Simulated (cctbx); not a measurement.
# Symmetry from intensities

Cell: a = 8.3770 Å, b = 8.3770 Å, c = 6.2910 Å, α = 90.00°, β = 90.00°, γ = 120.00°. Expected content of the cell: Tm10 Ti6 B2.

Simulated single-crystal data (cctbx): Mo Kα, λ = 0.71073 Å, to d = 0.84 Å, 50 % of the full sphere, strongest reflection 20000 counts, noise from counting, a 1.5 % proportional error and a noise floor of 15 counts (s.d.); no absorption, some extinction.

A first pass over the reflections prints:

```text
1366 reflections to d = 0.841 A
centring   violations  <I/sigma> of those
    A        467 of   694     17.8
    B        471 of   693     17.5
    C        478 of   677     17.5
    I        459 of   670     17.6
    R        651 of   916     18.7
    F        708 of  1032     17.6
Laue class    unique    Rint  (classes that these axes allow; Friedel mates merged)
P -1             1008   0.018
P 1 1 2/m         664   0.021
P -3              447   0.022
P -3 1 m          257   0.024
P -3 m 1          279   0.023
P 6/m             250   0.024
P 6/m m m         168   0.024
space group    extra absences  I>4sigma  <I/sigma>
P 6 2 2                 0          0         -  acentric
P 63 2 2                5          0       0.1  acentric
P 6 m m                 0          0         -  acentric
P 63 c m              155          0       0.2  acentric
P -6 m 2                0          0         -  acentric
P -6 c 2              155          0       0.2  acentric
P -6 2 m                0          0         -  acentric
P 6/m m m               0          0         -  centric
P 63/m c m            155          0       0.2  centric
Wilson B = 0.21 A^2   <|E^2-1|> = 0.811 (0.968 centric, 0.736 acentric)   E^2>4: 0.6 %
shell (A)         n   <I/sigma>
 7.25 - 1.68     28     52.7
 1.68 - 1.33     23     62.3
 1.33 - 1.17     21     46.0
 1.17 - 1.06     17     62.8
 1.06 - 0.98     25     36.1
 0.98 - 0.93     18     45.1
 0.93 - 0.88     15     43.9
 0.88 - 0.84     21     35.9
```

**Question.** What are the lattice type, the Laue class and the likely space group?

Every centring test has many violations, so the lattice is primitive.

Rint stays low (0.018 to 0.024) up to P 6/m m m, the highest class in these axes.

9 settings pass the absence test. The most absences obeyed, 155, belong to P 63 c m, P -6 c 2 and P 63/m c m, which absences can't tell apart.

⟨|E²−1|⟩ = 0.811 lies between the two ideal values. The Wilson B of 0.21 Å² means U ≈ 0.0027 Å².

The true group is P6_3/mcm (no. 193), Laue class 6/mmm, centrosymmetric. The tables only narrow the choice to the tied entries; cell content, site symmetry and trial solutions must settle it.

The model is made up (kin elements in a known structure type, no relaxation), so it says nothing on whether the phase exists.

[Logs are printed without paths, hosts, clocks, repeated set-up lines and the standing remarks that a program may print on its own settings, such as how far it seeks lower states.]
